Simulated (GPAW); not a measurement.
# Quasiparticle gap of CuBiSeO (P4/nmm) in GPAW

Aim: the G0W0 gap of CuBiSeO (P4/nmm) on LDA, step by step.

Method: LDA and many-body steps on it, plane waves, in GPAW 26.7.0.

### Step 1. The structure

The structure is tetragonal, space group P4/nmm (No. 129). Conventional cell: a = 3.950 Å, b = 3.950 Å, c = 9.068 Å, α = 90.00°, β = 90.00°, γ = 90.00°. Nearest to Cu lie 4 Se at 2.52 Å and 4 Cu at 2.79 Å. Nearest to Bi lie 4 O at 2.35 Å and 4 Se at 3.27 Å. Nearest to Se lie 4 Cu at 2.52 Å and 4 Bi at 3.27 Å. Nearest to O lie 4 Bi at 2.35 Å. Farther neighbours and most contacts between anions are not listed.

The cell and positions are those that the Materials Project relaxed with its own functionals (PBE, PBE+U or r2SCAN), kept fixed. Spin-orbit coupling is left out unless a step names it.

### Step 2. Ground state

This step: GPAW 26.7.0; DFT, LDA, plane waves, PAW.

The ground-state density comes first.

File run.py:

```python
import json
import numpy as np
from gpaw.mpi import world
from ase import Atoms
from gpaw import GPAW, PW, FermiDirac

atoms = Atoms(['Cu', 'Cu', 'Bi', 'Bi', 'Se', 'Se', 'O', 'O'],
    cell=[[3.9497130000, 0.0000000000, 0.0000000000],
      [0.0000000000, 3.9497130000, 0.0000000000],
      [0.0000000000, 0.0000000000, 9.0675050000]],
    scaled_positions=[[0.0000000000, 0.0000000000, 0.5000000000],
      [0.5000000000, 0.5000000000, 0.5000000000],
      [0.0000000000, 0.5000000000, 0.8601790000],
      [0.5000000000, 0.0000000000, 0.1398210000],
      [0.5000000000, 0.0000000000, 0.6728240000],
      [0.0000000000, 0.5000000000, 0.3271760000],
      [0.5000000000, 0.5000000000, 0.0000000000],
      [0.0000000000, 0.0000000000, 0.0000000000]],
    pbc=(True, True, True))
calc = GPAW(mode=PW(600),
    xc='LDA',
    kpts={'size': (6, 6, 4), 'gamma': True},
    occupations=FermiDirac(0.001),
    nbands=-10,
    convergence={'density': 1e-6, 'bands': -3},
    maxiter=100,
    txt='gs.txt')
atoms.calc = calc
res = {'energy': atoms.get_potential_energy()}
kpts = calc.get_ibz_k_points()
res['kpts'] = kpts
res['eigenvalues'] = [calc.get_eigenvalues(kpt=k) for k in range(len(kpts))]
res['n_electrons'] = calc.get_number_of_electrons()
calc.write('gs.gpw')

if world.rank == 0:
    with open('result.json', 'w') as f:
        json.dump(res, f, default=lambda x: x.tolist())
```

Started as:

```console
$ mpirun -n 4 gpaw python run.py
```

Numbers of over 12 decimals in the logs are rounded to 6 here.

The log of the run:

```text
__  _  _
 | _ |_)|_||  |
 |__||  | ||/\| - 26.7.0

Input parameters:
  mode=PW(ecut=600.0),
  convergence={'density': 1e-06, 'bands': -3},
  kpts=MonkhorstPack(size=(6, 6, 4), gamma=True),
  maxiter=100,
  nbands=-10,
  occupations=Occupations(name='fermi-dirac', width=0.001, fixmagmom=False),
  xc=XC(name='LDA')
  [... matrices ...]
Diagonalizing LCAO Hamiltonian
Converting LCAO to pw mode
   .---------.
  /|         |
 * |         |
 |Bi         |
 | |         |
 | |         |
 | |  Seu    |
 Cu|         |
 |Se         |
 | |         |
 | |         |
 | .--Bi-----.
 |/    O    /
 O---------*

Atoms  # Å, Bohr magnetons
|   | symbol |        x |        y |        z |    initial magnetic moments |
| 0 |     Cu | 0.000000 | 0.000000 | 4.533753 | ( 0.0000,  0.0000,  0.0000) |
| 1 |     Cu | 1.974857 | 1.974857 | 4.533753 | ( 0.0000,  0.0000,  0.0000) |
| 2 |     Bi | 0.000000 | 1.974857 | 7.799677 | ( 0.0000,  0.0000,  0.0000) |
| 3 |     Bi | 1.974857 | 0.000000 | 1.267828 | ( 0.0000,  0.0000,  0.0000) |
| 4 |     Se | 1.974857 | 0.000000 | 6.100835 | ( 0.0000,  0.0000,  0.0000) |
| 5 |     Se | 0.000000 | 1.974857 | 2.966670 | ( 0.0000,  0.0000,  0.0000) |
| 6 |      O | 1.974857 | 1.974857 | 0.000000 | ( 0.0000,  0.0000,  0.0000) |
| 7 |      O | 0.000000 | 0.000000 | 0.000000 | ( 0.0000,  0.0000,  0.0000) |

Unit cell  # Å
| periodic |        x |        y |        z |  lengths |    angles |
|      yes | 3.949713 | 0.000000 | 0.000000 | 3.949713 | 90.000000 |
|      yes | 0.000000 | 3.949713 | 0.000000 | 3.949713 | 90.000000 |
|      yes | 0.000000 | 0.000000 | 9.067505 | 9.067505 | 90.000000 |

Number of symmetries: 8
Symmetry operations  # r_c * U_cc + t_c -> r_c
|   | kind |            matrix            |
| 0 |  E   |  1, 0, 0,  0, 1, 0,  0, 0, 1 |
| 1 |  σ   |  1, 0, 0,  0,-1, 0,  0, 0, 1 |
| 2 |  C2  |  0, 1, 0,  1, 0, 0,  0, 0,-1 |
| 3 |  S4  |  0, 1, 0, -1, 0, 0,  0, 0,-1 |
| 4 |  S4  |  0,-1, 0,  1, 0, 0,  0, 0,-1 |
| 5 |  C2  |  0,-1, 0, -1, 0, 0,  0, 0,-1 |
| 6 |  σ   | -1, 0, 0,  0, 1, 0,  0, 0, 1 |
| 7 |  C2  | -1, 0, 0,  0,-1, 0,  0, 0, 1 |

BZ-sampling:
  Number of BZ points: 144
  Number of IBZ points: 30

  Monkhorst-Pack size: [6, 6, 4]
  Monkhorst-Pack shift: [0.083333, 0.083333, 0.125]

K-points  # in reciprocal-cell coordinates
|     |                                coordinates |     weight |
|   0 | (  0.00000000,   0.00000000,   0.00000000) | 0.00694444 |
|   1 | (  0.00000000,   0.00000000,   0.25000000) | 0.01388889 |
|   2 | (  0.00000000,   0.00000000,   0.50000000) | 0.00694444 |
|   3 | (  0.16666667,   0.00000000,   0.00000000) | 0.02777778 |
|   4 | (  0.16666667,   0.00000000,   0.25000000) | 0.05555556 |
|   5 | (  0.16666667,   0.00000000,   0.50000000) | 0.02777778 |
|   6 | (  0.16666667,   0.16666667,   0.00000000) | 0.02777778 |
|   7 | (  0.16666667,   0.16666667,   0.25000000) | 0.05555556 |
|   8 | (  0.16666667,   0.16666667,   0.50000000) | 0.02777778 |
|   9 | (  0.33333333,   0.00000000,   0.00000000) | 0.02777778 |
| ... |                                            |            |
|  29 | (  0.50000000,   0.50000000,   0.50000000) | 0.00694444 |

Plane wave coefficients: 4760
Cutoff: 600.0 eV

Spin-components: 1 (collinear spins)
Bands:           48
Projectors:      44
Spin-degeneracy: 2
Datatype:        complex128

  Storage: CPU
  Wave functions: 108_495_360 bytes (27_123_840 per core)
  Projectors: 88_152_480 bytes (22_038_120 per core)
  [... matrices ...]
Parallelization:
  kpt:    4
  domain: 1
  band:   1

Density:
  Valence electrons: 76.0
  Components: 1
  Grid points: [24 24 54]
  Charge: 0.0  # |e|

Potential:
  Grid points: [24 24 54]

species:
  Cu:
    name:    Copper
    Z:       29.0
    valence: 11
    core:    18
    charge:  0.0  # [|e|]
    compensation charges:
      type: gauss
      rc: 0.33  # [Å]
      lmax: 2
    cutoffs:
      filter: 2.06  # [Å]
      core: 2.43  # [Å]
    projectors
    | kind |    occ | energy [eV] | rcut [Å] |
    |   4s |  1.000 |      -4.857 |    1.164 |
    |   4p |  0.000 |      -0.783 |    1.164 |
    |   3d | 10.000 |      -5.324 |    1.058 |
    |    s |        |      22.354 |    1.164 |
    |    p |        |      26.429 |    1.164 |
    |    d |        |      21.887 |    1.058 |

    Using partial waves for Cu as LCAO basis

  Bi:
    name:    Bismuth
    Z:       83.0
    valence: 15
    core:    68
    charge:  0.0  # [|e|]
    compensation charges:
      type: gauss
      rc: 0.38  # [Å]
      lmax: 2
    cutoffs:
      filter: 2.23  # [Å]
      core: 2.33  # [Å]
    projectors
    | kind |    occ | energy [eV] | rcut [Å] |
    |   6s |  2.000 |     -14.665 |    1.286 |
    |   6p |  3.000 |      -4.777 |    1.275 |
    |   5d | 10.000 |     -27.225 |    1.349 |
    |    s |        |      12.546 |    1.286 |
    |    p |        |      22.434 |    1.275 |
    |    d |        |      -0.013 |    1.349 |

    Using partial waves for Bi as LCAO basis

  Se:
    name:    Selenium
    Z:       34.0
    valence: 6
    core:    28
    charge:  0.0  # [|e|]
    compensation charges:
      type: gauss
      rc: 0.27  # [Å]
      lmax: 2
    cutoffs:
      filter: 1.77  # [Å]
      core: 2.67  # [Å]
    projectors
    | kind |    occ | energy [eV] | rcut [Å] |
    |   4s |  2.000 |     -17.472 |    0.847 |
    |   4p |  4.000 |      -6.656 |    1.005 |
    |    s |        |       9.739 |    0.847 |
    |    p |        |      20.555 |    1.005 |
    |    d |        |       0.000 |    0.847 |

    Using partial waves for Se as LCAO basis

  O:
    name:    Oxygen
    Z:       8.0
    valence: 6
    core:    2
    charge:  0.0  # [|e|]
    compensation charges:
      type: gauss
      rc: 0.21  # [Å]
      lmax: 2
    cutoffs:
      filter: 1.17  # [Å]
      core: 0.83  # [Å]
    projectors
    | kind |    occ | energy [eV] | rcut [Å] |
    |   2s |  2.000 |     -23.752 |    0.688 |
    |   2p |  4.000 |      -9.195 |    0.598 |
    |    s |        |       3.459 |    0.688 |
    |    p |        |      18.016 |    0.598 |
    |    d |        |       0.000 |    0.619 |

    Using partial waves for O as LCAO basis

Reference energy: -1395069.052862  # eV

eigensolver:
  PPCG
  Converge bands: -3
  niter=2

density mixing:
  MSR1-Mixer
  Pratt-step length: 0.05
  Maximum mixing coefficient: 0.75
  Old densities: 10
  SVD Regularization: 0.005
  Good broyden scale: 1.0
  Trust region scale: 1.0
  Backstep threshold: 4.0
  History deletion threshold: 6.0
  Fourier metric: weight=20.0, sigma=0.015

occupation numbers:
  Fermi-Dirac:
    width: 0.0010  # eV

poisson solver:
  ecut: 4800.0  # eV

xc functional:
  name: None

Initialization done in: 3.256 s

convergence criteria:
- Maximum integral of absolute [dens]ity change: 1e-06 electrons / valence electron
- Maximum [total energy] change in last 3 cyles: 0.0005 eV / valence electron
- Maximum integral of absolute [eigenst]ate change: 4e-08 eV^2 / valence electron
maximum number of iterations: 100

SCF iterations
|iter     |     time |      energy | eigst |  dens |
|iter:   1|  |  -50.452408 | +0.68 |       |
|iter:   2|  |  -48.748024 | -0.46 | -1.03 |
|iter:   3|  |  -45.877415 | -0.55 | -1.09 |
|iter:   4|  |  -45.576874 | -1.26 | -1.49 |
|iter:   5|  |  -45.550353 | -2.16 | -1.74 |
|iter:   6|  |  -45.521536 | -2.50 | -1.97 |
|iter:   7|  |  -45.521572c| -3.34 | -2.64 |
|iter:   8|  |  -45.520738c| -3.74 | -2.97 |
|iter:   9|  |  -45.520801c| -4.70 | -3.41 |
|iter:  10|  |  -45.520822c| -5.44 | -3.84 |
|iter:  11|  |  -45.520824c| -6.21 | -4.65 |
|iter:  12|  |  -45.520825c| -6.95 | -4.86 |
|iter:  13|  |  -45.520825c| -7.49c| -5.67 |
|iter:  14|  |  -45.520825c| -7.84c| -6.27c|

Converged in 14 steps
SCF loop duration: 28.002 s (2.000 s/step)
Energy contributions relative to reference atoms: (reference = -1395069.052862)
  [... matrices ...]
Energy contributions:
  Kinetic:          43.725989
  Coulomb:         -44.395154
  Zero:             -2.904778
  External:          0.000000
  Xc:              -41.946882
  Entropy:          -0.000000
  Spinorbit:         0.000000
  ----------------------------
  Free energy:     -45.520825
  Extrapolated:    -45.520825

dipole moment: (-49.564431, -49.564431, -50.917115)  # |e|*Ang

Fermi level: 7.347
Eigenvalues  # (at kpt = [0.000, 0.000, 0.000])
| band index |      eig [eV] | occ [0-2] |
|          0 |       -16.646 |     2.000 |
|        ... |               |           |
|         30 |         5.293 |     2.000 |
|         31 |         5.687 |     2.000 |
|         32 |         5.879 |     2.000 |
|         33 |         5.879 |     2.000 |
|         34 |         6.043 |     2.000 |
|         35 |         6.443 |     2.000 |
|         36 |         6.867 |     2.000 |
|         37 |         6.867 |     2.000 |
|         38 |         7.473 |     0.000 |
[...]
|         42 |        10.707 |     0.000 |
|         43 |        11.143 |     0.000 |
|         44 |        11.163 |     0.000 |
|         45 |        11.163 |     0.000 |
|        ... |               |           |
|         47 |        12.327 |     0.000 |

Gap: 0.147 eV
Transition (v -> c):
  (s=0, k=11, n=37, [0.33, 0.00, 0.50]) -> (s=0, k=2, n=38, [0.00, 0.00, 0.50])
Direct/indirect transitions are different
Direct gap: 0.173 eV
Transition at: (s=0, k=2, n=37, [0.00, 0.00, 0.50])
# Writing to gs.gpw (mode='')
  [... matrices ...]
```

The job ended after 33 s (4 MPI ranks of Intel Xeon Platinum 8488C (Sapphire Rapids), shared host; peak memory 1.1 GiB).

This step gave:

```
total energy               : -45.52 eV
gap                        : 0.1470 eV
k of the valence top       : 0.3333, 0, 0.5
k of the conduction bottom : 0, 0, 0.5
least direct gap           : 0.1734 eV
```

The gap is indirect, with the least direct gap 0.03 eV higher.

### Step 3. Bands along the symmetry lines

Levels along a band path, at the cheap level, show where the edges lie and whether the meshes to come will hold them.

File run.py:

```python
import json
import numpy as np
from gpaw.mpi import world
from gpaw import GPAW

path = [[0.000000, 0.000000, 0.000000],
    [0.000000, 0.062500, 0.000000],
    [0.000000, 0.125000, 0.000000],
    [0.000000, 0.187500, 0.000000],
    [0.000000, 0.250000, 0.000000],
    [0.000000, 0.312500, 0.000000],
    [0.000000, 0.375000, 0.000000],
    [0.000000, 0.437500, 0.000000],
    [0.000000, 0.500000, 0.000000],
    [0.062500, 0.500000, 0.000000],
    [0.125000, 0.500000, 0.000000],
    [0.187500, 0.500000, 0.000000],
    [0.250000, 0.500000, 0.000000],
    [0.312500, 0.500000, 0.000000],
    [0.375000, 0.500000, 0.000000],
    [0.437500, 0.500000, 0.000000],
    [0.500000, 0.500000, 0.000000],
    [0.437500, 0.437500, 0.000000],
    [0.375000, 0.375000, 0.000000],
    [0.312500, 0.312500, 0.000000],
    [0.250000, 0.250000, 0.000000],
    [0.187500, 0.187500, 0.000000],
    [0.125000, 0.125000, 0.000000],
    [0.062500, 0.062500, 0.000000],
    [0.000000, 0.000000, 0.000000],
    [0.000000, 0.000000, 0.062500],
    [0.000000, 0.000000, 0.125000],
    [0.000000, 0.000000, 0.187500],
    [0.000000, 0.000000, 0.250000],
    [0.000000, 0.000000, 0.312500],
    [0.000000, 0.000000, 0.375000],
    [0.000000, 0.000000, 0.437500],
    [0.000000, 0.000000, 0.500000],
    [0.000000, 0.062500, 0.500000],
    [0.000000, 0.125000, 0.500000],
    [0.000000, 0.187500, 0.500000],
    [0.000000, 0.250000, 0.500000],
    [0.000000, 0.312500, 0.500000],
    [0.000000, 0.375000, 0.500000],
    [0.000000, 0.437500, 0.500000],
    [0.000000, 0.500000, 0.500000],
    [0.062500, 0.500000, 0.500000],
    [0.125000, 0.500000, 0.500000],
    [0.187500, 0.500000, 0.500000],
    [0.250000, 0.500000, 0.500000],
    [0.312500, 0.500000, 0.500000],
    [0.375000, 0.500000, 0.500000],
    [0.437500, 0.500000, 0.500000],
    [0.500000, 0.500000, 0.500000],
    [0.437500, 0.437500, 0.500000],
    [0.375000, 0.375000, 0.500000],
    [0.312500, 0.312500, 0.500000],
    [0.250000, 0.250000, 0.500000],
    [0.187500, 0.187500, 0.500000],
    [0.125000, 0.125000, 0.500000],
    [0.062500, 0.062500, 0.500000],
    [0.000000, 0.000000, 0.500000],
    [0.000000, 0.500000, 0.000000],
    [0.000000, 0.500000, 0.062500],
    [0.000000, 0.500000, 0.125000],
    [0.000000, 0.500000, 0.187500],
    [0.000000, 0.500000, 0.250000],
    [0.000000, 0.500000, 0.312500],
    [0.000000, 0.500000, 0.375000],
    [0.000000, 0.500000, 0.437500],
    [0.000000, 0.500000, 0.500000],
    [0.500000, 0.500000, 0.000000],
    [0.500000, 0.500000, 0.062500],
    [0.500000, 0.500000, 0.125000],
    [0.500000, 0.500000, 0.187500],
    [0.500000, 0.500000, 0.250000],
    [0.500000, 0.500000, 0.312500],
    [0.500000, 0.500000, 0.375000],
    [0.500000, 0.500000, 0.437500],
    [0.500000, 0.500000, 0.500000]]
calc = GPAW('gs.gpw').fixed_density(kpts=path,
    symmetry='off',
    nbands=48,
    convergence={'bands': 44},
    txt='bands.txt')
res = {}
kpts = calc.get_ibz_k_points()
res['kpts'] = kpts
res['eigenvalues'] = [calc.get_eigenvalues(kpt=k) for k in range(len(kpts))]
res['n_electrons'] = calc.get_number_of_electrons()

if world.rank == 0:
    with open('result.json', 'w') as f:
        json.dump(res, f, default=lambda x: x.tolist())
```

Started as:

```console
$ mpirun -n 4 gpaw python run.py
```

The log of the run:

```text
Diagonalizing LCAO Hamiltonian
Converting LCAO to pw mode
convergence criteria:
- Maximum integral of absolute [eigenst]ate change: 4e-08 eV^2 / valence electron
maximum number of iterations: 100

SCF iterations
|iter     |     time |      energy | eigst |  dens |
|iter:   1|  |             | +0.62 |       |
|iter:   2|  |             | -0.57 |       |
|iter:   3|  |             | -1.52 |       |
[...]
|iter:  13|  |             | -6.96 |       |
|iter:  14|  |             | -7.31 |       |
|iter:  15|  |             | -7.72c|       |
SCF steps: 15
  __  _  _
 | _ |_)|_||  |
 |__||  | ||/\| - 26.7.0

Input parameters:
  mode=PW(ecut=600.0),
  convergence={'bands': 44},
  gpts=array([24, 24, 54]),
  kpts=KPoints(kpts=array([[0.    , 0.    , 0.    ],
         [0.    , 0.0625, 0.    ],
         [0.    , 0.125 , 0.    ],
         [0.    , 0.1875, 0.    ],
         [0.    , 0.25  , 0.    ],
         [0.    , 0.3125, 0.    ],
         [0.    , 0.375 , 0.    ],
[...]
[0.0625, 0.5   , 0.    ],
[...]
[0.1875, 0.5   , 0.    ],
[...]
[0.3125, 0.5   , 0.    ],
[...]
[0.4375, 0.4375, 0.    ],
[...]
[0.3125, 0.3125, 0.    ],
[...]
[0.1875, 0.1875, 0.    ],
[...]
[0.    , 0.    , 0.0625],
[...]
[0.    , 0.    , 0.1875],
[...]
[0.    , 0.    , 0.3125],
[...]
[0.    , 0.3125, 0.5   ],
[...]
[0.    , 0.4375, 0.5   ],
[...]
[0.3125, 0.5   , 0.5   ],
[...]
[0.4375, 0.5   , 0.5   ],
[...]
[0.1875, 0.1875, 0.5   ],
[...]
[0.0625, 0.0625, 0.5   ],
[...]
[0.5   , 0.5   , 0.25  ],
         [0.5   , 0.5   , 0.3125],
         [0.5   , 0.5   , 0.375 ],
         [0.5   , 0.5   , 0.4375],
         [0.5   , 0.5   , 0.5   ]])),
  maxiter=100,
  nbands=48,
  occupations=Occupations(name='fermi-dirac', width=0.001, fixmagmom=False),
  parallel={},
  symmetry=Symmetry(point_group=False, time_reversal=False),
  xc=XC(name='LDA')
```

The job ended after 68 s (4 MPI ranks; peak memory 1.4 GiB; 4.5 min of CPU time).

Numbers from this step:

| Quantity | Value |
| --- | --- |
| gap | 0.1333 eV |
| k of the valence top | 0, 0.25, 0.5 |
| k of the conduction bottom | 0, 0, 0.5 |
| least direct gap | 0.1734 eV |

The gap is 0.133 eV, −0.014 eV from the run before at this level.

Electronic bands along the path, in eV, zero at the top of the highest filled band:

| point | band 35 | band 36 | band 37 | band 38 | band 39 | band 40 | band 41 | band 42 |
| --- | --- | --- | --- | --- | --- | --- | --- | --- |
| Γ | -1.20 | -0.80 | -0.38 | -0.38 | 0.23 | 0.86 | 3.05 | 3.05 |
| halfway | -0.82 | -0.62 | -0.40 | -0.19 | 1.31 | 1.79 | 2.03 | 2.70 |
| X | -0.65 | -0.65 | -0.23 | -0.23 | 1.74 | 1.74 | 2.91 | 2.91 |
| halfway | -1.32 | -1.32 | -0.98 | -0.98 | 1.88 | 1.88 | 2.50 | 2.50 |
| M | -1.75 | -1.75 | -1.22 | -1.22 | 0.59 | 0.59 | 2.54 | 2.54 |
| halfway | -1.07 | -1.07 | -0.71 | -0.44 | 1.31 | 2.03 | 2.58 | 2.68 |
| Γ | -1.20 | -0.80 | -0.38 | -0.38 | 0.23 | 0.86 | 3.05 | 3.05 |
| halfway | -1.20 | -0.81 | -0.21 | -0.21 | 0.28 | 0.53 | 2.64 | 2.64 |
| Z | -1.20 | -0.74 | -0.04 | -0.04 | 0.13 | 0.36 | 2.33 | 2.33 |
| halfway | -0.92 | -0.84 | -0.57 | 0.00 | 1.53 | 1.81 | 2.52 | 2.69 |
| R | -0.58 | -0.58 | -0.25 | -0.25 | 1.60 | 1.60 | 2.97 | 2.97 |
| halfway | -1.31 | -1.31 | -0.74 | -0.74 | 1.24 | 1.24 | 3.10 | 3.10 |
| A | -1.75 | -1.75 | -1.02 | -1.02 | 1.53 | 1.53 | 2.43 | 2.43 |
| halfway | -1.21 | -1.03 | -0.95 | -0.30 | 1.21 | 2.32 | 2.45 | 3.12 |
| Z | -1.20 | -0.74 | -0.04 | -0.04 | 0.13 | 0.36 | 2.33 | 2.33 |
| jump to X | -0.65 | -0.65 | -0.23 | -0.23 | 1.74 | 1.74 | 2.91 | 2.91 |
| halfway | -0.62 | -0.62 | -0.24 | -0.24 | 1.67 | 1.67 | 2.94 | 2.94 |
| R | -0.58 | -0.58 | -0.25 | -0.25 | 1.60 | 1.60 | 2.97 | 2.97 |
| jump to M | -1.75 | -1.75 | -1.22 | -1.22 | 0.59 | 0.59 | 2.54 | 2.54 |
| halfway | -1.75 | -1.75 | -1.10 | -1.10 | 0.94 | 0.94 | 2.72 | 2.72 |
| A | -1.75 | -1.75 | -1.02 | -1.02 | 1.53 | 1.53 | 2.43 | 2.43 |

### Step 4. Empty states on the mesh, 4×4×2 mesh, 918 bands

The sums over transitions need many empty states on a uniform mesh; this step solves for them.

File run.py:

```python
import json
import numpy as np
from gpaw.mpi import world
from gpaw import GPAW

calc = GPAW('gs.gpw').fixed_density(kpts={'size': (4, 4, 2), 'gamma': True},
    parallel={'domain': 1, 'band': 1},
    txt='nscf.txt')
calc.diagonalize_full_hamiltonian(nbands=918)
calc.write('full.gpw', mode='all')
res = {}
kpts = calc.get_ibz_k_points()
res['kpts'] = kpts
res['eigenvalues'] = [calc.get_eigenvalues(kpt=k) for k in range(len(kpts))]
res['n_electrons'] = calc.get_number_of_electrons()

if world.rank == 0:
    with open('result.json', 'w') as f:
        json.dump(res, f, default=lambda x: x.tolist())
```

Started as:

```console
$ mpirun -n 4 gpaw python run.py
```

The log of the run:

```text
Diagonalizing LCAO Hamiltonian
Converting LCAO to pw mode
convergence criteria:
- Maximum integral of absolute [eigenst]ate change: 4e-08 eV^2 / valence electron
maximum number of iterations: 100

SCF iterations
|iter     |     time |      energy | eigst |  dens |
|iter:   1|  |             | +0.69 |       |
|iter:   2|  |             | -0.42 |       |
|iter:   3|  |             | -1.32 |       |
[...]
|iter:  12|  |             | -6.56 |       |
|iter:  13|  |             | -7.04 |       |
|iter:  14|  |             | -7.45c|       |
SCF steps: 14
  __  _  _
 | _ |_)|_||  |
 |__||  | ||/\| - 26.7.0

Input parameters:
  mode=PW(ecut=600.0),
  convergence={'density': 1e-06, 'bands': -3},
  gpts=array([24, 24, 54]),
  kpts=MonkhorstPack(size=(4, 4, 2), gamma=True),
  maxiter=100,
  nbands=48,
  occupations=Occupations(name='fermi-dirac', width=0.001, fixmagmom=False),
  parallel={'domain': 1, 'band': 1},
  xc=XC(name='LDA')
Matrix size: 4740x4740
# Writing to full.gpw (mode='all')
  [... matrices ...]

timing:  # [seconds]
  Total: 189.700  # ━━━━━━━━━━━━━━━━━━━━━━━━━━━━━━━━━━━━━━━━━━━━━━━━━━━━━━━━━
```

Wall time 3.4 min (4 MPI ranks); peak memory 8.6 GiB.

This step gave:

```
gap                                                           : 0.1333 eV
k of the valence top                                          : 0.25, 0, 0.5
k of the conduction bottom                                    : 0, 0, 0.5
least direct gap                                              : 0.1734 eV
k points computed                                             : 12
lowest point of the top converged band, above the valence top : 182.0943 eV
```

On this mesh the gap is 0.133 eV.

(Continued in part 2 of 2.)

[Paths, hosts, dates, memory and timing lines, banners, echoed tables and standing remarks are left out of the program output.]

[Logs are printed without paths, hosts, clocks, repeated set-up lines and the standing remarks that a program may print on its own settings, such as how far it seeks lower states.]

[Runs of the session that timed out or met a known fault of the program may be left out.]

[Hosts, paths, dates, database ids (printed as entryN), source tags and the programs' standing remarks are cut or masked in the printed files.]
